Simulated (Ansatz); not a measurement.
# BaTiO3 (R3m): converging the G0W0 gap, part 2 of 2

Aim: see how the G0W0 gap of BaTiO3 (R3m) on LDA moves with empty bands and screening cutoff, and what each rung costs.

Ansatz 0.2.0; G0W0 on LDA, plane waves, PAW. Known limits of the many-body steps: not at the basis limit; no spin-orbit coupling; coarse k mesh.

So far. Step 4 (508 empty bands, screening to 230 eV): Against the run with 4×4×4 mesh, 236 empty bands, screening to 138 eV, the gap moves by +0.05 eV.

## Step 5: Changing the frequency model: 4×4×4 mesh, 236 empty bands, screening to 138 eV, plasmon pole

A plasmon pole stands in for the full frequency dependence of the screening; this run shows what that costs in accuracy. Bands and cutoff differ from the step before, so it is read against an earlier run that matches them.

input.yaml reads:

```yaml
crystal:
  lattice:
    - [2.8273666084, 1.6323808724, 2.3183934932]
    - [-2.8273666084, 1.6323808724, 2.3183934932]
    - [0.0, -3.2647617449, 2.3183934932]
  atoms:
    - { symbol: Ba, position: [0.0, 0.0, 0.0] }
    - { symbol: Ti, position: [0.4845, 0.4845, 0.4845] }
    - { symbol: O, position: [0.5086, 0.5086, 0.0175] }
    - { symbol: O, position: [0.0175, 0.5086, 0.5086] }
    - { symbol: O, position: [0.5086, 0.0175, 0.5086] }
kpoints:
  mp_grid: { grid: [4, 4, 4] }
hamiltonian:
  xc: lda
  pseudopotentials: { kind: paw, azcp: { folder: "./paw" } }
scf:
  occupations: { method: fixed }
gw:
  n_empty_bands: 236
  ecut_chi: 138
  qp_bands: [v2, c2]
  qp_kpoints: band_edges
  screening: { model: godby_needs }
```

Started as:

```
$ ansatz run input.yaml --threads 3 --pin off --max-ram 92160MiB --backend cuda --events-out ev --progress --plain --runs-dir out --devices 1 --max-vram 13GiB
```

Numbers of over 12 decimals in the logs are rounded to 6 here.

What it wrote:

```text
[...]
GPUs: using 1 of 1 available (devices: 1).
[...]
GPU FFT provider: cuFFT
GPU libraries: cuBLAS 13.8.2, cuFFT 12.4.0, cuSOLVER 12.3.4
Crystal: 5 atoms, lattice volume = 64.201 Å³
Basis set: ecut = 420 eV, 1237 PW (Γ)
Bands: 25, of which v1, the nominal top of the filled ones, is band 20 counted from 1 (19 counted from 0)
Symmetry: 6 space group operations
[...]
1    22     12.8858   -13.9882    -6.3062   -21.9528  0.7687    14.5619    14.5442  root
[...]
12    19      9.8031   -25.7385     4.6845   -20.8824  0.7624     9.6314     9.6317  root
    12    20      9.8180   -25.7631     4.6973   -20.8952  0.7626     9.6472     9.6474  root
    12    21     14.1730   -14.6101    -7.2976   -23.7242  0.7513    16.0123    15.9894  root
    12    22     14.3218   -14.7070    -7.3754   -23.9194  0.7490    16.1826    16.1588  root
[key lines of the parts left out:]
SCF converged after 8 iterations
Free energy (F): -9904.583849 eV
Fermi energy:    9.818031 eV
```

It took 26 s on 1 × NVIDIA H100 80GB HBM3 (shared by 6 runs) with 3 threads of AMD EPYC 7R13 (Zen 3), shared host; peak memory 1.4 GiB; 31 s of CPU time.

Numbers from this step:

```
bands summed                                 : 256
plasmon-pole fit frequency                   : 29.31 eV
RPA ε∞ on this mesh (eigenvalues)            : 5.390, 5.860, 5.860
plane waves in the screening matrix          : 251
G0W0 gap on the mesh                         : 4.112 eV
k of the valence top                         : -0.5, -0.5, -0.5
k of the conduction bottom                   : 0, 0, 0
starting gap on the mesh                     : 2.354 eV
least direct G0W0 gap on the computed points : 4.429 eV
```

Against the run with 4×4×4 mesh, 236 empty bands, screening to 138 eV, the gap moves by +0.019 eV.

## Step 6: Changing the files: 4×4×4 mesh, 236 empty bands, screening to 138 eV, hard PAW files

Other atomic data (hard PAW) test the pseudisation: the cutoff goes from 420 to 930 eV, with the same valence electrons.

Changes to input.yaml since step 5:

```diff
@@ -15,3 +15,3 @@
   xc: lda
-  pseudopotentials: { kind: paw, azcp: { folder: "./paw" } }
+  pseudopotentials: { kind: paw, source: ansatz }
 scf:
@@ -23,2 +23,2 @@
   qp_kpoints: band_edges
-  screening: { model: godby_needs }
+  screening: { model: contour_deformation }
```

What it wrote:

```text
GPUs: using 1 of 1 available (devices: 1).
[...]
GPU FFT provider: cuFFT
GPU libraries: cuBLAS 13.8.2, cuFFT 12.4.0, cuSOLVER 12.3.4
Crystal: 5 atoms, lattice volume = 64.201 Å³
Basis set: ecut = 930 eV, 4103 PW (Γ)
Bands: 25, of which v1, the nominal top of the filled ones, is band 20 counted from 1 (19 counted from 0)
Symmetry: 6 space group operations
[...]
k-points: 13 of 64 (time reversal used)
[...]
1    22     12.9377   -13.9686    -6.4759   -21.9232  0.7253    14.4652    14.4164  root
[...]
12    19      9.8601   -25.7408     4.5714   -20.8866  0.7228     9.5759     9.5774  root
    12    20      9.8748   -25.7661     4.5823   -20.9006  0.7229     9.5902     9.5917  root
    12    21     14.2304   -14.5937    -7.6184   -23.7015  0.6871    15.7986    15.7197  root
    12    22     14.3799   -14.6920    -7.7099   -23.8993  0.6837    15.9587    15.8774  root
[key lines of the parts left out:]
SCF converged after 10 iterations
Free energy (F): -9890.373407 eV
Fermi energy:    9.874846 eV
```

It took 25 s on 1 × NVIDIA H100 80GB HBM3 (shared by 6 runs) with 3 threads; peak memory 1.4 GiB.

Numbers from this step:

| Property | Result |
| --- | --- |
| bands summed | 256 |
| RPA ε∞ on this mesh (eigenvalues) | 5.392, 5.861, 5.861 |
| plane waves in the screening matrix | 251 |
| G0W0 gap on the mesh | 4.092 eV |
| k of the valence top | -0.5, -0.5, -0.5 |
| k of the conduction bottom | 0, 0, 0 |
| starting gap on the mesh | 2.347 eV |
| least direct G0W0 gap on the computed points | 4.410 eV |

Against the run with 4×4×4 mesh, 236 empty bands, screening to 138 eV, the gap moves by −0.001 eV.

## Step 7: Convergence and cost

Times are wall times on 1 × NVIDIA H100 80GB HBM3 (shared by 6 runs) with 3 threads of AMD EPYC 7R13 (Zen 3), shared host, good to a factor of about two.

```csv
mesh,files,frequency,bands summed,cutoff (eV),start (eV),G0W0 (eV),time,host memory (GiB)
4×4×4,default PAW,contour deformation,103,69,2.354,4.156,20 s,1.1
4×4×4,default PAW,contour deformation,256,138,2.354,4.093,23 s,1.2
4×4×4,default PAW,contour deformation,528,230,2.354,4.139,32 s,1.7
4×4×4,default PAW,plasmon pole,256,138,2.354,4.112,26 s,1.4
4×4×4,hard PAW,contour deformation,256,138,2.347,4.092,25 s,1.4
```

How the two edges are built up, in eV (the quasiparticle level is the starting level plus Σx plus Σc less Vxc):

```csv
run,edge,start,Σx,Σc,Vxc,Z,QP
103 bands,valence top,9.82,-25.76,4.93,-20.90,0.73,9.88
103 bands,conduction bottom,12.17,-13.03,-5.77,-20.67,0.75,14.04
256 bands,valence top,9.82,-25.76,4.61,-20.90,0.72,9.56
256 bands,conduction bottom,12.17,-13.03,-6.16,-20.67,0.74,13.65
528 bands,valence top,9.82,-25.76,4.40,-20.90,0.72,9.35
528 bands,conduction bottom,12.17,-13.03,-6.32,-20.67,0.74,13.49
```

## Step 8: Summary of results

* 103 bands, 69 eV: 4.156 eV
* 256 bands, 138 eV: 4.093 eV
* 528 bands, 230 eV: 4.139 eV
* mesh and start: 4×4×4, LDA

What this shows: From 103 to 528 bands the gap moves by −0.02 eV. Σc changes by −0.53 eV at the valence top and −0.55 eV at the conduction bottom, so the levels themselves move more than the gap between them. The gap turns back along the series, so no limit is drawn from it. The plasmon-pole model gives +0.02 eV against contour deformation, 1 % of the correction, and saved no time in this program. Hard PAW files move the gap by −0.001 eV at equal bands and cutoff, −0.01 eV of it in the start. The 4×4×4 mesh is coarse for this cell (its supercell is 16 Å along the shortest edge). The RPA ε∞ on it, from the LDA start, is 5.38 and 5.85; such meshes misread the long-range screening, most where the gap is narrow. The many-body steps are scalar-relativistic: spin-orbit coupling is not in them.

[Paths, hosts, dates, memory and timing lines, banners, echoed tables and standing remarks are left out of the program output.]

[Logs are printed without paths, hosts, clocks, repeated set-up lines and the standing remarks that a program may print on its own settings, such as how far it seeks lower states.]

[Runs of the session that timed out or met a known fault of the program may be left out.]

[Cells called generated may have been cut or substituted from an entry of the Crystallography Open Database or the Materials Project.]

[Hosts, paths, dates, database ids (printed as entryN), source tags and the programs' standing remarks are cut or masked in the printed files.]
